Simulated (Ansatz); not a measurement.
## LaBeAlFe2, from a guessed structure to a relaxed one

Starting from a made-up structure for LaBeAlFe2, the aim is the relaxed cell, its shortest contacts and, where a second run follows, its electronic structure.

Calculated with Ansatz 0.2.0; DFT, PBEsol, plane-wave PAW, files of the set soft_1, scalar-relativistic, ferromagnetic start, cell and ions relaxed at zero pressure; PAW set soft_1, in the first sound run; inputs show where later runs differ.

## (1) Starting point

The structure is tetragonal, space group I-4m2 (No. 119). Conventional cell: a = 4.089 Å, b = 4.089 Å, c = 10.695 Å, α = 90.00°, β = 90.00°, γ = 90.00°. La has 8 Fe at 3.18 Å and 4 Be at 3.37 Å and 4 Al at 3.37 Å nearest. Nearest to Fe lie 2 Be at 2.45 Å and 2 Al at 2.45 Å and 1 Fe at 2.64 Å and 4 La at 3.18 Å. Al has 4 Fe at 2.45 Å and 4 Be at 2.89 Å and 4 La at 3.37 Å nearest. Be has 4 Fe at 2.45 Å and 4 Al at 2.89 Å and 4 La at 3.37 Å nearest. Farther neighbours are not listed.

## (2) Relaxation of the guess

The guessed cell has no reason to be at equilibrium. It is relaxed with the atoms, within the space group of the guess.

Input file input.yaml:

```yaml
crystal:
  lattice:
    - [-2.0445, 2.0445, 5.3475]
    - [2.0445, -2.0445, 5.3475]
    - [2.0445, 2.0445, -5.3475]
  atoms:
    - { symbol: La, position: [0.0, 0.0, 0.0] }
    - { symbol: Fe, position: [0.3764, 0.3764, 0.0], spin: 3.0 }
    - { symbol: Fe, position: [0.6236, 0.6236, 0.0], spin: 3.0 }
    - { symbol: Al, position: [0.75, 0.25, 0.5] }
    - { symbol: Be, position: [0.25, 0.75, 0.5] }
magnetization:
  spin_polarized: true
kpoints:
  mp_grid: { grid: [9, 9, 9] }
scf:
  occupations: { method: fermi_dirac, width: 0.05 }
hamiltonian:
  xc: pbesol
  pseudopotentials: { kind: paw, azcp: { folder: soft_1 }, xc_functional: pbe }
relax:
  f_tol: 0.015
  max_steps: 70
  cell: {}
output:
  forces: true
  stress: true
```

Run with:

```sh
ansatz run input.yaml --threads 4 --pin off --max-ram 8192MiB --backend cpu --events-out ev --progress --plain --runs-dir out
```

Numbers of over 12 decimals in the logs are rounded to 6 here.

Output:

```text
basis.fft_grid_basis auto: the FFT boxes are laid along the combinations [[1, 0, 1], [0, 1, 1], [0, 0, 1]] of the cell's own vectors, 4.089, 4.089 and 6.079 Å long. The dense box has 30×30×45 points. Along the cell's own vectors, as sized, it would have 45×45×45, 2.25 times as many. Of the 8 symmetry operations that the crystal satisfies within crystal.symmetry.tolerance (time reversal apart; of a slab, those that ke [...]
Engine: ansatz 0.2.0, x86_64-unknown-linux-gnu
Pseudopotentials: kind: paw
Pseudopotential: La, paw, valence charge 11, recommended cutoff 420 eV (normal), soft_1/La.paw.azcp
Pseudopotential: Fe, paw, valence charge 16, recommended cutoff 420 eV (normal), soft_1/Fe.paw.azcp
Pseudopotential: Al, paw, valence charge 3, recommended cutoff 420 eV (normal), soft_1/Al.paw.azcp
Pseudopotential: Be, paw, valence charge 2, recommended cutoff 420 eV (normal), soft_1/Be.paw.azcp
Functional definition: PBEsol
  exchange = pbesol_x
  correlation = pbesol_c
Crystal: 5 atoms, lattice volume = 89.410 Å³
Basis set: ecut = 420 eV, 1749 PW (Γ), FFT grids on a1+a3, a2+a3, a3, exchange–correlation on 60×60×90 points (8 copies of the dense FFT grid, shifted against one another)
Bands: 33, of which v1, the nominal top of the filled ones, is band 24 counted from 1 (23 counted from 0)
Symmetry: 8 space group operations
Space group: I-4m2 (ITA 119), of the structure as read, at distance tolerance 4.5e-5 Å
Magnetic group: BNS 119.315 (UNI 975), of the structure as read, at distance tolerance 4.5e-5 Å
k-points: 75 of 729 (time reversal used)
Non-local potential: La, projectors of the file, l = 0: 3, l = 1: 2, l = 2: 2, l = 3: 3
Non-local potential: Fe, projectors of the file, l = 0: 3, l = 1: 2, l = 2: 3, l = 3: 1
Non-local potential: Al, projectors of the file, l = 0: 2, l = 1: 2, l = 2: 1
Non-local potential: Be, projectors of the file, l = 0: 2, l = 1: 2, l = 2: 1
PAW form: soft (Blöchl's): semilocal exchange-correlation on the pseudo side does not see the compensation charge
PAW frozen core: La, regenerated for the run's functional, and the local potential with it (the file was generated under x = pbe(κ = 0.804, μ = 0.219515), c = pbe(β = 0.066725))
PAW frozen core: Fe, regenerated for the run's functional, and the local potential with it (the file was generated under x = pbe(κ = 0.804, μ = 0.219515), c = pbe(β = 0.066725))
PAW frozen core: Al, regenerated for the run's functional, and the local potential with it (the file was generated under x = pbe(κ = 0.804, μ = 0.219515), c = pbe(β = 0.066725))
PAW frozen core: Be, regenerated for the run's functional, and the local potential with it (the file was generated under x = pbe(κ = 0.804, μ = 0.219515), c = pbe(β = 0.066725))
PAW one-centre angular grid: La, 590 points (default); XC on 64 Gauss nodes
PAW one-centre angular grid: Fe, 590 points (default); XC on 64 Gauss nodes
PAW one-centre angular grid: Al, 110 points (default); XC on 64 Gauss nodes
PAW one-centre angular grid: Be, 110 points (default); XC on 64 Gauss nodes
Initial density: superposition of atomic densities (chi_scale 0.1, normalization cell, long waves kept (reshape's long-wave potential 0.00 eV rms))
Starting moments: Σ|m| = 6 μB on 2 of 5 sites
Initial wavefunctions: pseudopotential atomic-orbital guess
Functional: x = pbesol(κ = 0.804, μ = 0.123457), c = pbesol(β = 0.046)
SCF iter   1: F=—  HF=-15674.487745 eV  |F-HF|=—  |Δ(HF+E_count)|=         —  Δρ=5.12e-2 (↑5.12e-2 ↓4.76e-2)  dr2=8.11e0  dr2_m=2.55e-2  M=5.524 μB ∫|m|=6.204 μB  β_m=0.30  ethr=3.10e-3  ⟨swp⟩=6.2  Hψ=21102  notcnv=0
Mixer restart at iter 1: flushing history
preconditioner: auto → Kerker (q_TF=auto, 2.460 Å⁻¹)  [metal: Δε(μ)=0.003 eV  Ē_g=6.784 eV  σ=0.050 eV  W_gap=0.01  n_scr=24 (ndim 8)  ℏωp=21.5 eV  f_vac=0.000  D(μ)=4.55/eV (n_scr^D=32)]
spin=Collinear: Kerker preconditioning applied to the charge; magnetization (m = ρ↑ − ρ↓) channel mixes plain (no charge-response kernel on spin).
SCF iter   2: F=—  HF=-15671.873758 eV  |F-HF|=—  |Δ(HF+E_count)|=    2.61e0  Δρ=1.04e-2 (↑8.11e-3 ↓1.04e-2)  dr2=4.26e-1  dr2_m=1.92e-2  M=5.376 μB ∫|m|=6.149 μB  β_m=0.31  ethr=3.10e-3  ⟨swp⟩=3.0  Hψ=11447  notcnv=0  defer=172
SCF iter   3: F=—  HF=-15672.076863 eV  |F-HF|=—  |Δ(HF+E_count)|=   2.03e-1  Δρ=8.04e-3 (↑6.27e-3 ↓8.04e-3)  dr2=2.40e-1  dr2_m=1.34e-2  M=5.195 μB ∫|m|=6.037 μB  β_m=0.55  ethr=8.87e-4  ⟨swp⟩=2.1  Hψ=6626  notcnv=0  defer=173
SCF iter   4: F=—  HF=-15672.763650 eV  |F-HF|=—  |Δ(HF+E_count)|=         —  Δρ=2.70e-2 (↑9.79e-3 ↓2.70e-2)  dr2=4.89e-1  dr2_m=2.61e-1  M=4.381 μB ∫|m|=5.419 μB  β_m=0.55  ethr=5.01e-4  ⟨swp⟩=3.1  Hψ=8291  notcnv=0  defer=174
Mixer restart at iter 4: flushing history
SCF iter   5: F=—  HF=-15673.212483 eV  |F-HF|=—  |Δ(HF+E_count)|=   4.49e-1  Δρ=1.90e-2 (↑1.90e-2 ↓1.67e-2)  dr2=9.03e-2  dr2_m=2.47e-1  M=4.013 μB ∫|m|=5.188 μB  β_m=0.77  ethr=5.01e-4  ⟨swp⟩=3.1  Hψ=11857  notcnv=0  defer=188
SCF iter   6: F=—  HF=-15673.215138 eV  |F-HF|=—  |Δ(HF+E_count)|=   2.66e-3  Δρ=1.98e-2 (↑3.65e-3 ↓1.98e-2)  dr2=3.82e-1  dr2_m=1.00e-1  M=3.684 μB ∫|m|=4.953 μB  β_m=0.23  ethr=1.88e-4  ⟨swp⟩=2.9  Hψ=10061  notcnv=0  defer=186
SCF iter   7: F=—  HF=-15673.259002 eV  |F-HF|=—  |Δ(HF+E_count)|=   4.39e-2  Δρ=9.52e-3 (↑9.52e-3 ↓6.09e-3)  dr2=1.92e-2  dr2_m=4.56e-2  M=3.485 μB ∫|m|=4.822 μB  β_m=0.75  ethr=1.88e-4  ⟨swp⟩=3.7  Hψ=10467  notcnv=0  defer=186
SCF iter   8: F=—  HF=-15673.243247 eV  |F-HF|=—  |Δ(HF+E_count)|=         —  Δρ=3.23e-3 (↑3.23e-3 ↓2.42e-3)  dr2=2.18e-2  dr2_m=1.71e-4  M=3.396 μB ∫|m|=4.740 μB  β_m=0.75  ethr=4.01e-5  ⟨swp⟩=2.3  Hψ=9208  notcnv=0  defer=192
Mixer restart at iter 8: flushing history
SCF iter   9: F=—  HF=-15673.251936 eV  |F-HF|=—  |Δ(HF+E_count)|=   8.69e-3  Δρ=4.64e-3 (↑4.64e-3 ↓2.55e-3)  dr2=3.50e-2  dr2_m=9.65e-4  M=3.433 μB ∫|m|=4.755 μB  β_m=0.44  ethr=4.01e-5  ⟨swp⟩=2.5  Hψ=9982  notcnv=0  defer=192
SCF iter  10: F=—  HF=-15673.245866 eV  |F-HF|=—  |Δ(HF+E_count)|=   6.07e-3  Δρ=1.27e-3 (↑1.27e-3 ↓4.54e-4)  dr2=1.84e-3  dr2_m=1.75e-4  M=3.423 μB ∫|m|=4.751 μB  β_m=0.77  ethr=4.01e-5  ⟨swp⟩=2.1  Hψ=7734  notcnv=0  defer=192
SCF iter  11: F=—  HF=-15673.245211 eV  |F-HF|=—  |Δ(HF+E_count)|=   6.56e-4  Δρ=4.12e-4 (↑4.12e-4 ↓1.50e-4)  dr2=4.92e-5  dr2_m=5.72e-5  M=3.432 μB ∫|m|=4.759 μB  β_m=0.88  ethr=3.84e-6  ⟨swp⟩=2.0  Hψ=7050  notcnv=0  defer=192
SCF iter  12: F=—  HF=-15673.245157 eV  |F-HF|=—  |Δ(HF+E_count)|=   5.39e-5  Δρ=1.51e-4 (↑1.06e-4 ↓1.51e-4)  dr2=5.97e-6  dr2_m=1.23e-5  M=3.441 μB ∫|m|=4.768 μB  β_m=0.82  ethr=1.02e-7  ⟨swp⟩=2.5  Hψ=8873  notcnv=0  defer=192
[...]
relax step   5: F+E_penalty+E_count = -15673.79619007 eV  Δ(F+E_penalty+E_count) = -2.293e-3 eV  max|allowed force component| = 3.753e-3 eV/Å  Δτ_max = 0.0070 Å  P = -0.016 GPa  Ω = 77.703 Å³  energy of the carried Pulay correction = +3.101e-3 eV  (9 SCF iters, dr2 threshold 5.00e-7 eV, accepted)
[...]
relax step   6: F+E_penalty+E_count = -15673.79622742 eV  Δ(F+E_penalty+E_count) = -3.735e-5 eV  max|allowed force component| = 3.352e-3 eV/Å  Δτ_max = 0.0001 Å  P = +0.008 GPa  Ω = 77.675 Å³  energy of the carried Pulay correction = +3.109e-3 eV  (8 SCF iters, dr2 threshold 8.40e-9 eV, accepted)
Basis set: ecut = 420 eV, 1509 PW (Γ), FFT grids on a1+a3, a2+a3, a3, exchange–correlation on 54×54×80 points (8 copies of the dense FFT grid, shifted against one another)
Initial wavefunctions: pseudopotential atomic-orbital guess (no wavefunctions were taken with the density)
iter 1 solved again at ethr=7.44e-7 eV; its pass at ethr=3.10e-3 eV (dr2=3.57e-4 eV) is discarded
SCF iter   1: F=—  HF=-15673.793192 eV  |F-HF|=—  |Δ(HF+E_count)|=         —  Δρ=2.69e-4 (↑1.94e-4 ↓2.69e-4)  dr2=1.37e-4  dr2_m=1.55e-6  M=1.173 μB ∫|m|=1.917 μB  β_m=0.65  ethr=7.44e-7  ⟨swp⟩=3.0  Hψ=35301  notcnv=0
preconditioner: auto → Kerker (q_TF=auto, 2.109 Å⁻¹)  [metal: Δε(μ)=0.003 eV  Ē_g=6.876 eV  σ=0.050 eV  W_gap=0.01  n_scr=10 (ndim 8)  ℏωp=23.1 eV  f_vac=0.000  D(μ)=6.21/eV (n_scr^D=76)]
spin=Collinear: Kerker preconditioning applied to the charge; magnetization (m = ρ↑ − ρ↓) channel mixes plain (no charge-response kernel on spin).
SCF iter   2: F=—  HF=-15673.793135 eV  |F-HF|=—  |Δ(HF+E_count)|=   5.70e-5  Δρ=2.28e-4 (↑2.28e-4 ↓1.62e-4)  dr2=3.39e-6  dr2_m=2.52e-5  M=1.178 μB ∫|m|=1.923 μB  β_m=0.54  ethr=2.85e-7  ⟨swp⟩=2.0  Hψ=6503  notcnv=0
SCF iter   3: F=—  HF=-15673.793154 eV  |F-HF|=—  |Δ(HF+E_count)|=   1.86e-5  Δρ=9.33e-5 (↑2.34e-5 ↓9.33e-5)  dr2=5.14e-6  dr2_m=1.57e-6  M=1.176 μB ∫|m|=1.922 μB  β_m=0.59  ethr=7.06e-9  ⟨swp⟩=2.3  Hψ=9549  notcnv=0
SCF iter   4: F=—  HF=-15673.793154 eV  |F-HF|=—  |Δ(HF+E_count)|=   4.54e-7  Δρ=1.01e-4 (↑1.01e-4 ↓1.24e-5)  dr2=7.06e-6  dr2_m=1.97e-6  M=1.178 μB ∫|m|=1.923 μB  β_m=0.62  ethr=7.06e-9  ⟨swp⟩=2.1  Hψ=8330  notcnv=0
SCF iter   5: F=—  HF=-15673.793164 eV  |F-HF|=—  |Δ(HF+E_count)|=   9.94e-6  Δρ=6.97e-5 (↑6.97e-5 ↓2.22e-5)  dr2=6.68e-6  dr2_m=4.14e-7  M=1.177 μB ∫|m|=1.923 μB  β_m=0.81  ethr=7.06e-9  ⟨swp⟩=2.0  Hψ=6423  notcnv=0
SCF iter   6: F=—  HF=-15673.793174 eV  |F-HF|=—  |Δ(HF+E_count)|=   1.02e-5  Δρ=2.75e-5 (↑2.75e-5 ↓2.75e-5)  dr2=2.60e-6  dr2_m=5.74e-9  M=1.175 μB ∫|m|=1.921 μB  β_m=0.89  ethr=7.06e-9  ⟨swp⟩=2.0  Hψ=6826  notcnv=0
SCF iter   7: F=—  HF=-15673.793179 eV  |F-HF|=—  |Δ(HF+E_count)|=   4.53e-6  Δρ=2.90e-5 (↑7.67e-6 ↓2.90e-5)  dr2=4.12e-7  dr2_m=2.34e-7  M=1.173 μB ∫|m|=1.919 μB  β_m=0.94  ethr=5.41e-9  ⟨swp⟩=2.0  Hψ=6791  notcnv=0
SCF iter   8: F=—  HF=-15673.793179 eV  |F-HF|=—  |Δ(HF+E_count)|=   3.53e-8  Δρ=1.39e-5 (↑7.05e-6 ↓1.39e-5)  dr2=3.78e-7  dr2_m=9.19e-9  M=1.173 μB ∫|m|=1.918 μB  β_m=0.97  ethr=8.59e-10  ⟨swp⟩=2.2  Hψ=6027  notcnv=0
SCF iter   9: F=—  HF=-15673.793180 eV  |F-HF|=—  |Δ(HF+E_count)|=   1.02e-6  Δρ=8.80e-6 (↑6.38e-6 ↓8.80e-6)  dr2=5.97e-9  dr2_m=4.08e-8  M=1.172 μB ∫|m|=1.916 μB  β_m=0.99  ethr=7.88e-10  ⟨swp⟩=2.0  Hψ=7638  notcnv=0
SCF iter  10: F=—  HF=-15673.793180 eV  |F-HF|=—  |Δ(HF+E_count)|=   3.56e-8  Δρ=2.35e-6 (↑2.35e-6 ↓2.23e-6)  dr2=3.29e-11  dr2_m=3.72e-9  M=1.171 μB ∫|m|=1.915 μB  β_m=0.99  ethr=1.24e-11  ⟨swp⟩=2.5  Hψ=9858  notcnv=0
SCF iter  11: F=—  HF=-15673.793180 eV  |F-HF|=—  |Δ(HF+E_count)|=  4.11e-10  Δρ=3.33e-7 (↑3.33e-7 ↓2.38e-7)  dr2=2.15e-11  dr2_m=5.23e-11  M=1.171 μB ∫|m|=1.915 μB  β_m=1.00  ethr=1.00e-12  ⟨swp⟩=2.7  Hψ=9820  notcnv=0
SCF iter  12: F=—  HF=-15673.793180 eV  |F-HF|=—  |Δ(HF+E_count)|=  9.09e-12  Δρ=5.01e-8 (↑1.22e-8 ↓5.01e-8)  dr2=2.65e-12  dr2_m=3.71e-13  M=1.171 μB ∫|m|=1.915 μB  β_m=1.00  ethr=1.00e-12  ⟨swp⟩=1.5  Hψ=5457  notcnv=0
SCF iter  13: F=-15673.793180 eV  HF=-15673.793180 eV  |F-HF|=1.82e-12  |Δ(HF+E_count)|=  9.09e-12  Δρ=1.75e-8 (↑1.75e-8 ↓9.73e-9)  dr2=6.09e-13  dr2_m=1.97e-14  M=1.171 μB ∫|m|=1.915 μB  ethr=1.00e-12  ⟨swp⟩=3.0  Hψ=15279  notcnv=0
SCF 7 converged in 13 iterations: F = -15673.793180 eV  dr2 = 6.09e-13
relax step   7: F+E_penalty+E_count = -15673.79317965 eV  Δ(F+E_penalty+E_count) = +3.048e-3 eV  max|allowed force component| = 2.837e-3 eV/Å  Δτ_max = 0.0000 Å  P = -0.001 GPa  Ω = 77.675 Å³  stress off target by 1.25e-3 GPa  SCF on the basis re-selected at this cell (its energy is not comparable with the rows above)  (13 SCF iters)
basis re-selected at this cell: Δ(F+E_penalty+E_count) = +3.048e-3 eV, ΔP = -0.009 GPa vs the last step (what re-selecting the basis moved, of the pressure what is left beyond the Pulay correction that the steps carried, after the strain that the cell walked since its last selection, with what the two solves' SCF thresholds leave and, on support functions, any second-order correction that the steps lacked; it is no measure of the basis error at this ecutwfc). The dense FFT grid was sized anew with the basis: this SCF ran on 27×27×40 points, the steps before it on 30×30×45, so part of this shift can come from that change (see relax.cell in the input reference). [rest of the remark cut]
SCF converged after 13 iterations
Magnetization: 1.1709 μB (24.5854 up, 23.4146 down)
Absolute magnetization: 1.9158 μB (∫|ρ↑−ρ↓|, with the PAW one-centre terms)
Spin contamination: 0.0916 ħ² per cell (⟨S²⟩ above its minimum at these occupations)
Per-site moments (μB) at R_I (Å): [(-0.088958, 1.245265), (0.708598, 0.883535), (0.708598, 0.883535), (-0.023895, 0.997779), (-0.040212, 0.997779)]
Free energy (F): -15673.793180 eV
Harris-Foulkes:  -15673.793180 eV  (|F-HF|=1.82e-12)
Internal energy: -15673.743667 eV  (E = F + TS)
E sigma→0 (E₀):  -15673.768423 eV
Entropy (-TS):   -0.049513 eV (-9.903 meV/atom)
Fermi energy:    12.604762 eV
--- Per-component energies (eV) ---
  E_band       = -573.496306
  E_kinetic    = 903.969089
  E_local      = -6615.119874  (includes V_loc(G=0)·N_el)
  E_nonlocal   = 688.748162
  E_hartree    = 2834.027839
  E_xc         = -421.162739
  E_vxc        = -480.749992  (∫ρ·V_xc dr)
  E_paw        = -8548.705774  (= ΣΔE_a)
  E_vpaw       = -738.397410  (= ΣTr[D̂ρ^β])
  E_aug_tail   = -0.001880  (compensation charges beyond the density's cutoff)
  E_ewald      = -4516.054600
  E_core_change = 0.556111  (= ΣΔE_core)
  E_smearing   = -0.049513  (= −TS)
  E_closure    = -0.000000  (closes the sum)
  Σ components = -15673.793180   (vs F -15673.793180, Δ=0.00e0)
--- Forces (eV/Å), atoms counted from 1 ---
  atom   1  La     0.00000000    -0.00000000     0.00000000
  atom   2  Fe     0.00000000     0.00000000     0.00283676
  atom   3  Fe    -0.00000000     0.00000000    -0.00283676
  atom   4  Al    -0.00000000     0.00000000     0.00000000
  atom   5  Be     0.00000000     0.00000000    -0.00000000
  max |Σ_I F_I| component: 1.56e-17 eV/Å
--- Stress (GPa, compression-positive) ---
       -0.001252       0.000000      -0.000000
        0.000000      -0.001252      -0.000000
       -0.000000       0.000000      -0.000178
  P = ⅓ Tr σ = -0.0009 GPa (-0.009 kbar)
--- Relaxed structure (6 steps of the walk, 6 accepted, 1 SCFs on fresh bases) ---
  F+E_penalty+E_count = -15673.79317965 eV   max|allowed force component| = 2.837e-3 eV/Å   (the final SCF, on the basis selected at the relaxed cell)
  cell:  # Å, volume = 77.6748 Å³
    - [-1.995790, 1.995790, 4.875175]
    - [1.995790, -1.995790, 4.875175]
    - [1.995790, 1.995790, -4.875175]
  atoms:
    - { symbol: La, position: [-5.504644971104524e-19, -5.50464497110452e-19, 0] }
    - { symbol: Fe, position: [0.390163, 0.390163, 0] }
    - { symbol: Fe, position: [0.609837, 0.609837, 0] }
    - { symbol: Al, position: [0.75, 0.25, 0.5] }
    - { symbol: Be, position: [0.25, 0.75, 0.5] }
```

It took 92 s on 4 threads of AMD EPYC 7B13 (Zen 3), shared host; peak memory 0.73 GiB.

Step by step:

```
step  energy less that of the first step (eV)  largest force component (eV/Å)  pressure (GPa)  volume (Å³)
   1                                   0.0000                          0.7475           -8.40        89.41
   2                                  -0.4614                          0.5715           -1.96        80.17
   3                                  -0.5423                          0.1169            1.71        76.33
   4                                  -0.5487                          0.1534           -0.25        77.78
   5                                  -0.5510                          0.0038           -0.02        77.70
   6                                  -0.5510                          0.0034            0.01        77.67
  7*                                  -0.5480                          0.0028            0.00        77.67
```

Relaxation steps marked * repeat the geometry before them on a plane-wave basis chosen anew for their cell, so energy and pressure can jump there.

The run keeps the 8 symmetry operations that it works with, so distortions that break them were not tested.

| conventional cell, symmetrised | before | after | change |
| --- | --- | --- | --- |
| a (Å) | 4.089 | 3.992 | -2.4 % |
| b (Å) | 4.089 | 3.992 | -2.4 % |
| c (Å) | 10.695 | 9.750 | -8.8 % |
| volume (Å³/atom) | 17.88 | 15.53 | -13.1 % |

The atoms that moved most (Å, as changes of fractional coordinates times the final cell):

```
atom     dx     dy      dz  length
 Fe2  0.000  0.000   0.134   0.134
 Fe3  0.000  0.000  -0.134   0.134
```

The relaxed structure:

```cif
data_structure
_symmetry_space_group_name_H-M 'P 1'
_symmetry_Int_Tables_number 1
_cell_length_a 5.6333
_cell_length_b 5.6333
_cell_length_c 5.6333
_cell_angle_alpha 138.501
_cell_angle_beta 138.501
_cell_angle_gamma 60.137
_cell_volume 77.67
loop_
_atom_site_label
_atom_site_type_symbol
_atom_site_fract_x
_atom_site_fract_y
_atom_site_fract_z
_atom_site_occupancy
La1 La 0.00000 0.00000 0.00000 1
Fe2 Fe 0.39016 0.39016 0.00000 1
Fe3 Fe 0.60984 0.60984 0.00000 1
Al4 Al 0.75000 0.25000 0.50000 1
Be5 Be 0.25000 0.75000 0.50000 1
```

This step gave:

* free energy: -15673.7932 eV
* energy at zero smearing: -15673.7684 eV
* smearing term TS: 0.04951 eV
* Fermi energy: 12.60 eV
* magnetization: 1.171 μB
* absolute magnetization: 1.916 μB
* site moments: -0.08896, 0.7086, 0.7086, -0.02389, -0.04021 μB
* electrons: 48
* symmetry operations: 8
* pressure: -8.94e-4 GPa

Site moment by atom:

| atom | site moment (μB) |
| --- | --- |
| La1 | -0.089 |
| Fe2 | 0.709 |
| Fe3 | 0.709 |
| Al4 | -0.024 |
| Be5 | -0.040 |

The shortest distance of each pair, which need not be the same contact before and after:

| pair | guess (Å) | relaxed (Å) |
| --- | --- | --- |
| Fe–Fe | 2.644 | 2.142 |
| Be–Fe | 2.451 | 2.419 |
| Al–Fe | 2.451 | 2.419 |
| Al–Be | 2.891 | 2.822 |
| Fe–La | 3.179 | 3.019 |

The relaxation ends with a largest force component of 0.0028 eV/Å and a pressure of 0.00 GPa.

(Continued in part 2 of 2.)

[Logs are printed without paths, hosts, clocks, repeated set-up lines and the standing remarks that a program may print on its own settings, such as how far it seeks lower states.]

[Hosts, paths, dates, database ids (printed as entryN), source tags and the programs' standing remarks are cut or masked in the printed files.]
